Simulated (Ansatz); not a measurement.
# Sn on Ta(110), longbridge start, 2x2 cell: work function, bands and core levels, part 2 of 3

Aim: how the adsorbate changes the work function, the valence spectrum and the core levels in Sn on Ta(110), longbridge start, 2x2 cell. Spin–orbit coupling is left out of the bands throughout.

Ansatz 0.2.0; DFT, PBE, plane-wave PAW, default files, scalar-relativistic.

So far, work function, upper face (eV): step 2 (the clean face) 4.79; step 3 (relaxing the atoms) 4.70.

## 4. Layer-resolved bands, DOS and potential

This is the main run. States are solved along the surface zone's path and weighed by where they lie along the normal, since photoemission sees the top layers. The cell holds 4 small cells, so the bands are unfolded.

input.yaml reads:

```yaml
crystal:
  lattice:
    - [6.62, 0.0, 0.0]
    - [3.31, 4.6810468915, 0.0]
    - [0.0, 0.0, 23.6215703372]
  atoms:
    - { symbol: Sn, position: [0.2499759716, 0.0, 0.7082331066] }
    - { symbol: Ta, position: [-0.0135426277, 0.0, 0.611141079] }
    - { symbol: Ta, position: [0.5135207078, 0.0, 0.611143829] }
    - { symbol: Ta, position: [0.0114422328, 0.4770975264, 0.6136710726] }
    - { symbol: Ta, position: [0.4885397592, 0.5229024736, 0.6136710726] }
    - { symbol: Ta, position: [0.749997705, 0.4999908457, 0.5158030869] }
    - { symbol: Ta, position: [0.2499885506, 0.5000091543, 0.5158030869] }
    - { symbol: Ta, position: [0.7499895007, 0.0, 0.5143816154] }
    - { symbol: Ta, position: [0.2499980128, 0.0, 0.5164714301] }
    - { symbol: Ta, position: [0.0, 0.0, 0.41659057] }
    - { symbol: Ta, position: [0.5, 0.0, 0.41659057] }
    - { symbol: Ta, position: [0.0, 0.5, 0.41659057] }
    - { symbol: Ta, position: [0.5, 0.5, 0.41659057] }
    - { symbol: Ta, position: [0.75, 0.5, 0.31750641] }
    - { symbol: Ta, position: [0.25, 0.5, 0.31750641] }
    - { symbol: Ta, position: [0.75, 0.0, 0.31750641] }
    - { symbol: Ta, position: [0.25, 0.0, 0.31750641] }
kpoints:
  mp_grid: { grid: [8, 8, 1] }
scf:
  occupations: { method: fermi_dirac, width: 0.05 }
  n_extra_bands: 21
hamiltonian:
  xc: pbe
  pseudopotentials: { kind: paw }
output:
  forces: true
  write_potential: true
  volumetric_format: []
  efg: { contact_densities: true }
  dos:
    projected:
      site_lists:
        adsorbate: [0]
        layer_1: [1, 2, 3, 4]
        layer_2: [5, 6, 7, 8]
        layer_3: [9, 10, 11, 12]
        other_layers: [13, 14, 15, 16]
    de: 0.05
    e_range: [-30, 12]
    method: { smearing: { sigma: 0.15, scheme: gaussian } }
  eigenstates:
    kpoints:
      - [0.0, 0.0, 0.0]
      - [-0.125, 0.0, 0.0]
      - [-0.25, 0.0, 0.0]
      - [-0.375, 0.0, 0.0]
      - [0.5, 0.0, 0.0]
      - [0.375, 0.0, 0.0]
      # [... 20 more points ...]
      - [-0.14285714, 0.14285714, 0.0]
      - [-0.07142857, 0.07142857, 0.0]
    e_range: [-8.0, 4.0]
    unfold:
      supercell_matrix: [[2, 0, 0], [0, 2, 0], [0, 0, 1]]
      layers:
        axis: 3
        edges: [0.14817, 0.434929, 0.435029, 0.56497, 0.56507, 0.877568]
efield:
  axis: 3
  dipole_correction: true
```

The run is started by

```console
> ansatz run input.yaml --threads 8 --pin off --max-ram 20480MiB --backend cpu --events-out ev --progress --plain --runs-dir out
```

Run time: 2.4 min. Hardware: 8 threads of Arm Neoverse V1, shared host; peak memory 5.4 GiB; 19 min of CPU time.

Numbers from this step:

* free energy: -164931.8994 eV
* energy at zero smearing: -164931.7998 eV
* smearing term TS: 0.1993 eV
* Fermi energy: 5.187 eV
* share of occupied states in no projected shell: 0.0156 of the occupied states in the window
* DOS at the Fermi level: 23.84 states/eV/cell
* work function, lower face: 4.802 eV

A(k,E), total over k along the path and E. Zero: Fermi level.

Values in eV⁻¹, 12 rows by 16 columns, each cell a mean:
```
0.5 0.9 0.9 0.4 3.5 2.3 2.0 0.5 1.1 0.7 0.6 2.3 1.6 1.0 0.9 0.8
1.8 0.4 2.1 3.5 3.6 2.0 1.1 1.5 0.5 2.6 3.3 1.4 0.9 1.8 1.5 2.0
2.1 2.0 3.9 4.3 4.8 2.1 1.6 2.3 2.1 4.1 4.6 4.6 2.4 1.8 2.5 2.1
1.6 5.0 3.5 2.5 2.8 1.9 1.4 1.9 5.3 3.2 2.6 3.4 3.0 2.4 3.5 1.8
4.3 2.6 1.6 1.5 0.8 1.7 1.8 4.2 2.2 1.6 1.3 1.3 3.6 3.7 3.2 3.9
0.2 0.5 0.1 0.1 0.3 1.8 1.0 0.3 0.4 0.1 0.1 0.6 1.9 3.9 2.9 0.5
2.2 1.7 0.6 0.1 1.1 2.9 3.8 2.1 1.5 0.4 0.2 1.0 1.8 1.2 1.6 2.2
2.2 1.0 1.4 1.1 1.4 1.0 1.7 2.1 0.8 1.4 1.3 1.1 1.0 0.1 0.2 2.0
0.3 1.3 0.7 1.2 0.7 0.5 0.1 0.4 1.3 0.8 1.1 0.7 0.4 0.0 0.0 0.1
0.1 0.5 0.8 1.0 0.8 0.1 0.1 0.1 0.5 0.9 1.0 0.8 0.0 0.0 0.0 0.1
0.0 0.1 0.8 0.4 0.6 0.1 0.0 0.1 0.3 0.7 0.5 0.6 0.1 0.1 0.1 0.0
0.1 0.3 0.9 1.3 0.6 0.1 0.1 0.1 0.4 1.1 1.2 0.4 0.1 0.1 0.1 0.1
```
Columns: k along the path (Å⁻¹) from 0 to 5.89 (not evenly spaced); rows upwards: E (eV) from -7.7 to 2.13.

A(k,E), top over k along the path and E. Zero: Fermi level.

Values in eV⁻¹, 12 rows by 16 columns, each cell a mean:
```
0.22 0.34 0.28 0.15 0.92 0.80 0.59 0.25 0.35 0.22 0.25 0.75 0.35 0.32 0.29 0.26
0.69 0.30 0.58 0.86 1.02 0.52 0.39 0.60 0.28 0.69 0.82 0.45 0.46 0.52 0.45 0.71
0.66 0.64 1.01 1.22 1.24 0.65 0.66 0.70 0.67 1.06 1.25 1.19 0.70 0.82 1.01 0.70
0.57 1.29 0.95 0.61 0.74 0.54 0.45 0.64 1.36 0.85 0.65 0.88 0.92 0.80 1.04 0.64
1.10 0.76 0.52 0.45 0.37 0.66 0.48 1.08 0.68 0.50 0.41 0.47 0.99 0.99 0.76 0.97
0.07 0.14 0.07 0.03 0.15 0.50 0.31 0.08 0.13 0.06 0.04 0.23 0.55 0.81 0.67 0.13
0.67 0.46 0.20 0.10 0.30 0.65 0.94 0.64 0.41 0.16 0.11 0.29 0.40 0.28 0.38 0.67
0.44 0.27 0.41 0.35 0.39 0.24 0.33 0.44 0.25 0.41 0.39 0.31 0.21 0.03 0.07 0.38
0.08 0.29 0.20 0.37 0.17 0.10 0.06 0.10 0.30 0.23 0.32 0.18 0.09 0.02 0.02 0.05
0.07 0.09 0.17 0.20 0.13 0.04 0.05 0.07 0.10 0.19 0.22 0.12 0.02 0.01 0.02 0.06
0.04 0.08 0.13 0.10 0.17 0.10 0.02 0.05 0.09 0.12 0.10 0.18 0.09 0.05 0.06 0.03
0.10 0.25 0.57 0.54 0.44 0.13 0.07 0.11 0.32 0.58 0.52 0.32 0.13 0.09 0.08 0.09
```
Columns: k along the path (Å⁻¹) from 0 to 5.89 (not evenly spaced); rows upwards: E (eV) from -7.7 to 2.13.

A(k,E), middle over k along the path and E. Zero: Fermi level.

Ten even steps from '0' (0.00 eV⁻¹) to '9' (2.27 eV⁻¹), each cell a mean:
```
000100025322100010001210100110
100021113200100011110210100101
110025652400020002665100101011
110026885211111003685101100011
121156459211122026547744110121
346863343411135785333651110343
126631033241112752002344333421
477432212125558633223333334544
741212200200263121210022345667
000000000110000000000024367200
001000000221100100000021697210
111200001574211110000123821611
112110002027711121000212000241
630121021013452012002113000047
253003320120025101332021000001
002100101000000210110000000000
001010000200000110000110000000
000212211000000011221000000000
000010001000000010000200000000
000010010000000001001000000000
000001110000000000110000000000
000002110000000001111000000000
```
Columns: k along the path (Å⁻¹) from 0 to 5.89 (not evenly spaced); rows upwards: E (eV) from -7.7 to 2.13.

A(k,E), bottom over k along the path and E. Zero: Fermi level.

Values in eV⁻¹, 12 rows by 16 columns, each cell a mean:
```
0.19 0.41 0.34 0.16 1.68 0.98 1.00 0.12 0.52 0.25 0.24 1.10 1.02 0.41 0.43 0.37
0.77 0.07 0.82 1.21 1.62 1.05 0.44 0.63 0.13 0.97 1.16 0.58 0.24 1.05 0.79 0.89
0.78 0.80 1.68 1.93 2.12 1.01 0.58 0.91 0.81 1.77 2.01 2.02 1.09 0.76 1.12 0.72
0.57 2.23 1.81 1.49 1.32 0.63 0.50 0.72 2.43 1.71 1.51 1.60 1.15 0.93 1.53 0.64
1.79 0.98 0.57 0.52 0.23 0.65 0.60 1.74 0.80 0.57 0.45 0.44 1.82 1.73 1.26 1.60
0.09 0.20 0.03 0.03 0.08 0.82 0.50 0.11 0.18 0.03 0.03 0.21 0.64 1.43 1.23 0.24
1.12 0.75 0.21 0.02 0.44 1.12 1.68 1.09 0.64 0.12 0.02 0.40 0.67 0.35 0.54 1.09
0.76 0.42 0.57 0.33 0.60 0.40 0.61 0.76 0.37 0.54 0.43 0.47 0.37 0.02 0.06 0.66
0.07 0.52 0.34 0.64 0.34 0.19 0.03 0.11 0.55 0.40 0.55 0.35 0.13 0.01 0.01 0.03
0.01 0.17 0.37 0.47 0.35 0.03 0.01 0.01 0.21 0.44 0.49 0.33 0.01 0.01 0.01 0.01
0.01 0.01 0.39 0.20 0.23 0.01 0.01 0.01 0.09 0.34 0.24 0.22 0.00 0.00 0.00 0.00
0.00 0.01 0.15 0.41 0.04 0.00 0.00 0.00 0.01 0.23 0.35 0.02 0.00 0.00 0.00 0.00
```
Columns: k along the path (Å⁻¹) from 0 to 5.89 (not evenly spaced); rows upwards: E (eV) from -7.7 to 2.13.

Peaks of A(k,E) at the labelled points: for each region the eleven nearest the zero at most, each over 6 % of that point's highest, less those above the energy where the solved bands run out; weight and spread sum the levels within three half widths or 0.3 eV, so near peaks share levels. Peaks of the spectral function, the first 40 of 207 rows:

```tsv
point	weight on	E (eV)	A (1/eV)	weight near the peak	rms spread of levels (eV)
(½,0)	total	-1.48	16.68	3.941	0.051
(½,0)	total	-0.54	2.793	0.835	0.104
(½,0)	total	-0.32	3.604	1.743	0.144
(½,0)	total	-0.24	4.252	1.561	0.12
(½,0)	total	-0.16	4.359	1.607	0.131
(½,0)	total	0.04	1.774	1.15	0.109
(½,0)	total	0.42	2.107	1.064	0.164
(½,0)	total	0.7	4.427	0.95	0.122
(½,0)	total	1.1	3.551	1.508	0.12
(½,0)	total	1.28	4.25	1.508	0.12
(½,0)	total	1.38	3.839	1.508	0.12
(½,0)	top	-0.98	0.342	0.073	0.125
(½,0)	top	-0.54	1.454	0.354	0.103
(½,0)	top	-0.32	1.157	0.618	0.155
(½,0)	top	-0.24	1.369	0.437	0.104
(½,0)	top	-0.16	1.198	0.48	0.142
(½,0)	top	0.06	0.413	0.338	0.126
(½,0)	top	0.12	0.449	0.235	0.196
(½,0)	top	0.42	0.882	0.497	0.187
(½,0)	top	0.7	1.971	0.422	0.12
(½,0)	top	1.1	2.116	0.45	0.099
(½,0)	top	1.28	0.746	0.45	0.099
(½,0)	middle	-3.26	1.185	0.305	0.064
(½,0)	middle	-1.48	6.087	1.326	0.046
(½,0)	middle	-0.54	0.773	0.219	0.104
(½,0)	middle	-0.24	1.517	0.515	0.13
(½,0)	middle	0.04	0.77	0.402	0.113
(½,0)	middle	0.42	0.613	0.265	0.144
(½,0)	middle	0.7	1.09	0.247	0.129
(½,0)	middle	1.1	0.65	0.298	0.121
(½,0)	middle	1.28	0.777	0.298	0.121
(½,0)	middle	1.38	0.901	0.298	0.121
(½,0)	bottom	-1.48	6.672	1.649	0.048
(½,0)	bottom	-1.4	5.944	1.649	0.048
(½,0)	bottom	-0.54	0.566	0.262	0.09
(½,0)	bottom	-0.32	1.405	0.606	0.124
(½,0)	bottom	-0.16	1.891	0.609	0.12
(½,0)	bottom	0.04	0.593	0.41	0.089
(½,0)	bottom	0.42	0.611	0.301	0.134
(½,0)	bottom	0.7	1.364	0.28	0.12
```

The DOS has structure finer than the step of the table below, so its rows give means over 1 eV, whole bins alone (the curve runs from -22.7 to 1.88 eV). Peaks (eV: height): total -20.7: 35.2, -2.9: 18.2, -1.4: 31.5; Ta 5d -2.9: 14.9, -1.4: 29.2; Ta 6s -6.9: 1.55, -4.1: 3.93, -3.6: 3.58, -0.3: 2.37; Ta 6p* 0.0: 1.56, 0.5: 1.53, 1.1: 1.53; Sn 5p -0.7: 1.34.

* holds the states left over by the projection beside any projected weight of its own. The DOS by E, zero at the Fermi level; means over each step; values in states/eV/cell:

```tsv
E (eV)	total	Ta 5d	Ta 6s	Ta 6p*	Sn 5p	Sn 5s	Sn 4d
-22	0	0	0	0	0	0	0
-21	9.55	0.00973	0.00301	0.00120	3.7e-5	0	9.54
-20	0.445	5.0e-4	1.4e-4	6.0e-5	1.9e-6	0	0.445
-19	0	0	0	0	0	0	0
-18	0	0	0	0	0	0	0
-17	0	0	0	0	0	0	0
-16	0	0	0	0	0	0	0
-15	0	0	0	0	0	0	0
-14	0	0	0	0	0	0	0
-13	0	0	0	0	0	0	0
-12	0	0	0	0	0	0	0
-11	0	0	0	0	0	0	0
-10	0	0	0	0	0	0	0
-9	0	0	0	0	0	0	0
-8	0.275	0.00831	0.195	0.00222	0.00462	0.0645	4.9e-5
-7	2.38	0.180	1.09	0.0340	0.0386	1.04	4.4e-4
-6	1.75	0.154	1.37	0.0488	0.00193	0.168	6.6e-5
-5	3.16	0.672	2.25	0.0995	0.0178	0.114	2.5e-4
-4	9.03	5.16	3.50	0.194	0.0787	0.0941	8.5e-4
-3	14.8	11.7	2.50	0.306	0.177	0.0808	0.00151
-2	12.1	10.8	0.556	0.283	0.414	0.0484	0.00161
-1	27.3	24.2	1.09	0.862	1.05	0.115	0.00212
0	22.5	18.1	1.80	1.42	1.08	0.0621	0.00119
1	11.3	8.77	0.699	1.20	0.587	0.0105	4.8e-4
```

Sums over each group's atoms; a table of it gives point samples, which can step over narrow peaks. DOS of the group against E, zero at the Fermi level; 7 of 11 lines; values in states/eV:

```tsv
E (eV)	layer 1: Ta 5d	other layers: Ta 5d	layer 2: Ta 5d	layer 3: Ta 5d	other layers: Ta 6s	layer 1: Ta 6s	layer 3: Ta 6s
-22	0	0	0	0	0	0	0
-21	0.00526	0	2.6e-5	0	0	0.00168	0
-20	0	0	0	0	0	0	0
-19	0	0	0	0	0	0	0
-18	0	0	0	0	0	0	0
-17	0	0	0	0	0	0	0
-16	0	0	0	0	0	0	0
-15	0	0	0	0	0	0	0
-14	0	0	0	0	0	0	0
-13	0	0	0	0	0	0	0
-12	0	0	0	0	0	0	0
-11	0	0	0	0	0	0	0
-10	0	0	0	0	0	0	0
-9	0	0	0	0	0	0	0
-8	0.00139	9.2e-6	1.3e-5	8.2e-6	0.00203	0.0204	0.00760
-7	0.291	0.00312	0.0185	0.00414	0.136	0.777	0.264
-6	0.0485	0.0274	0.0266	0.0164	0.249	0.0764	0.400
-5	0.155	0.110	0.155	0.164	0.577	0.454	0.642
-4	1.15	0.855	2.02	1.83	0.830	0.835	0.974
-3	2.82	2.72	3.91	3.79	0.871	0.739	0.544
-2	2.30	1.55	1.67	1.57	0.128	0.167	0.0443
-1	6.22	6.61	5.28	5.74	0.315	0.318	0.189
0	5.40	5.42	4.00	3.91	0.757	0.481	0.333
1	2.74	2.25	1.61	1.65	0.261	0.149	0.0893
```

This run's widths, added to any smearing of the DOS itself: Gaussian 0.15 eV, Lorentzian 0.1 eV plus 0.03 an eV of depth. Table of intensity by binding energy, zero at the Fermi level; values in % of the maximum within 13 eV:

```tsv
binding energy (eV)	21.2 eV	150 eV	1486.7 eV	5414.7 eV	5950 eV
-1	1.25	1.38	1.32	1.33	1.34
0	41.7	44.4	42.3	43.6	43.8
1	90.9	93.6	91.4	92.2	92.4
2	34.2	36.4	34.1	34.3	34.3
3	48.0	53.5	49.9	52.7	53.2
4	21.9	31.1	24.7	28.9	29.7
5	3.60	11.3	5.83	9.01	9.60
6	1.16	7.94	2.80	4.85	5.24
7	1.51	31.1	6.25	10.8	11.7
8	0.280	2.81	0.820	1.23	1.32
9	0.154	0.684	0.361	0.372	0.387
10	0.110	0.404	0.297	0.244	0.249
11	0.0837	0.310	0.287	0.196	0.197
12	-	0.278	0.306	0.178	0.176
13	-	0.280	0.351	0.178	0.174
14	-	0.311	0.431	0.195	0.188
15	-	0.380	0.566	0.234	0.224
16	-	0.512	0.803	0.310	0.294
17	-	0.778	1.26	0.465	0.439
18	-	1.40	2.32	0.830	0.779
19	-	3.39	5.68	1.99	1.87
20	-	16.9	28.5	9.91	9.27
21	-	48.8	82.4	28.6	26.8
22	-	5.87	9.90	3.45	3.23
```

Maxima picked by a test of local sharpness, so broad peaks and shoulders can be missing; peaks within 0.45 eV of a curve's cut are left out. Valence peaks, by row:

```tsv
photon energy (eV)	binding energy (eV)	height (% of the maximum within 13 eV)	main shell	its share (%)
21.2	2.9	49.89	Ta 5d	99.23
21.2	1.35	100	Ta 5d	98.63
21.2	0.35	83.4	Ta 5d	97.54
150	20.7	70.28	Sn 4d	99.88
150	7	31.7	Sn 5s	83.62
150	2.9	54.7	Ta 5d	84.48
150	1.35	100	Ta 5d	92.19
150	0.4	88.26	Ta 5d	85.36
1487	20.7	118.7	Sn 4d	99.95
1487	7	6.35	Sn 5s	60.58
1487	2.9	51.63	Ta 5d	94.7
1487	1.35	100	Ta 5d	97.47
1487	0.4	85.55	Ta 5d	94.81
5415	20.7	41.24	Sn 4d	99.84
5415	7	10.98	Sn 5s	64.37
5415	2.9	54.23	Ta 5d	88.6
5415	1.35	100	Ta 5d	95.88
5415	0.4	88.37	Ta 5d	90.74
5950	20.7	38.56	Sn 4d	99.83
5950	7	11.89	Sn 5s	64.76
5950	2.9	54.72	Ta 5d	87.54
5950	1.35	100	Ta 5d	95.58
5950	0.35	88.83	Ta 5d	89.99
```

The planar mean, electrostatic potential oscillates, so the rows of the table below give means over windows of 1 Å about each position, cut where the curve ends. Its maxima inside the range that stand out by 2 % of the span (Å: eV): 8.7: -1.30, 11.1: -1.38, 13.3: -1.88, 16.8: 2.41. Its minima: 7.5: -19.6, 9.9: -19.4, 12.3: -19.3, 14.5: -19.6, 17.3: 1.85.

From the Fermi level. Table of planar mean, electrostatic potential by z; means over each step:

```tsv
z (Å)	planar mean, electrostatic potential (eV)
0	4.75
1	4.78
2	4.80
3	4.80
4	4.78
5	4.52
6	2.14
7	-11.7
8	-11.4
9	-5.91
10	-15.8
11	-3.63
12	-15.7
13	-6.47
14	-12.1
15	-11.2
16	0.597
17	2.15
18	3.76
19	4.63
20	4.70
21	4.70
22	4.70
23	4.71
```

Shapes are the site's partial DOS without matrix elements, which overweights lines from ligand s bands. The intensity, Ta L-beta5 by emission energy less the core level's binding energy, zero at the Fermi level; read off at these points:

emission energy less the core level's binding energy (eV), intensity, Ta L-beta5 (% of the unpolarised maximum) and a bar:
```
    -22.0        1.8 
    -21.0        2.0 
    -20.0        2.2 
    -19.0        2.4 
    -18.0        2.7 
    -17.0        3.1 
    -16.0        3.5 #
    -15.0        4.1 #
    -14.0        4.8 #
    -13.0        5.6 #
    -12.0        6.8 ##
    -11.0        8.3 ##
    -10.0       10.4 ###
     -9.0       13.3 ####
     -8.0       17.6 #####
     -7.0       24.0 #######
     -6.0       33.7 ##########
     -5.0       47.7 ##############
     -4.0       65.8 ####################
     -3.0       84.2 #########################
     -2.0       97.4 #############################
     -1.4      100.0 ##############################
     -1.0       98.4 ##############################
      0.0       83.0 #########################
      1.0       60.2 ##################
```

Sums over each group's atoms; left-over states aren't shared out by site. Site centres, by row:

```tsv
group	element	shell	occupied states	centre of occupied part (eV)	centre up to the window's top (eV)
adsorbate	Sn	5s	1.764	-5.768	-5.652
adsorbate	Sn	5p	2.364	-1.334	-0.5966
adsorbate	Sn	4d	9.992	-20.7	-20.7
layer 1	Ta	6s	3.439	-3.887	-3.378
layer 1	Ta	5d	15.98	-1.717	-1.022
layer 2	Ta	6s	3.205	-4.166	-3.738
layer 2	Ta	5d	15.97	-1.843	-1.337
layer 3	Ta	6s	3.257	-4.096	-3.72
layer 3	Ta	5d	15.84	-1.821	-1.295
other layers	Ta	6s	3.756	-3.34	-2.716
other layers	Ta	5d	15.86	-1.474	-0.7858
```

The spectra weight each projected shell by its atomic cross section (Dirac–Hartree–Slater) and angular factor, for linear light with the analyser at 30° from the polarisation. Broadening, on top of any smearing of the DOS itself: a Gaussian of 0.15 eV and a Lorentzian of 0.1 eV plus 0.03 times the binding energy (full widths), Fermi edge at 300 K. Each atom is damped by exp[−depth/(λ cos θ)], θ = 0° from the normal, λ from the universal curve. The files freeze Ta 4f, so the spectra stop above those lines. Curves are cut 10 eV under the photon energy, above any shell that the free atom's threshold puts out of reach, or at the lower edge of the window: 11.2 eV at 21.2 eV, 22.8 eV at 150 eV, 22.8 eV at 1486.7 eV, 22.8 eV at 5414.7 eV and 22.8 eV at 5950 eV. A star in tables and legends marks shells that hold the states left over by the projection (1.6 % of the filled ones), a stand-in for orbitals that the files don't project on. Dipole terms alone, which is rough above 3 keV; no background, satellites or final-state effects.

How the area divides among the shells (%):

```tsv
shell	21.2 eV	150 eV	1486.7 eV	5414.7 eV	5950 eV
Sn 5s	0.0	9.2	1.3	2.9	3.2
Sn 5p	1.3	2.8	1.0	1.4	1.4
Sn 4d	0.0	21.5	35.4	15.1	14.1
Ta 6s	0.1	8.3	2.8	8.7	9.6
Ta 5d	98.3	58.0	59.3	71.4	71.1
```

Regions along c: top from 13.3 to 20.7 Å, middle from 10.3 to 13.3 Å, bottom from 3.5 to 10.3 Å.

States with weight above 0.08 nearest the zero at Γ of the zone, within the window kept, -7.7 to 2.2 eV (levels that the program groups as degenerate share a row):

```tsv
E (eV)	weight, total	weight, top	weight, middle	weight, bottom
-1.04	0.97	0.30	0.11	0.56
-0.40	0.80	0.06	0.13	0.62
-0.33	0.28	0.07	0.03	0.18
-0.30	0.98	0.29	0.19	0.49
0.12	0.88	0.43	0.17	0.28
0.38	0.85	0.21	0.23	0.41
0.41	0.99	0.14	0.43	0.42
0.58	0.96	0.21	0.46	0.30
0.71	0.23	0.07	0.04	0.12
1.08	0.96	0.15	0.49	0.32
```

States with weight above 0.08 nearest the zero at (0,½) of the zone, within the window kept, -7.7 to 2.2 eV (levels that the program groups as degenerate share a row):

```tsv
E (eV)	weight, total	weight, top	weight, middle	weight, bottom
-1.23	0.92	0.21	0.47	0.24
-0.97	0.89	0.30	0.29	0.30
-0.55	0.22	0.04	0.05	0.13
-0.24	0.17	0.05	0.07	0.05
0.04	0.61	0.21	0.08	0.31
0.43	0.49	0.28	0.12	0.10
0.69	0.34	0.06	0.11	0.16
1.28	0.09	0.05	0.02	0.03
1.73	0.93	0.39	0.22	0.31
1.89	0.77	0.09	0.09	0.60
```

The largest force component on a free atom is 0.025 eV/Å, so the atoms are at rest for these settings too. At the Fermi level the DOS is 23.84 states/eV a cell, and on the broadened curves Ta 5d holds 80 % of the total there.

[end of part 2 of 3]

[Logs are printed without paths, hosts, clocks, repeated set-up lines and the standing remarks that a program may print on its own settings, such as how far it seeks lower states.]

[Hosts, paths, dates, database ids (printed as entryN), source tags and the programs' standing remarks are cut or masked in the printed files.]

[Maps of the electrostatic potential energy from Ansatz leave out the sawtooth potential of an applied field or a dipole correction, so their vacuum need not be flat; work functions include it.]
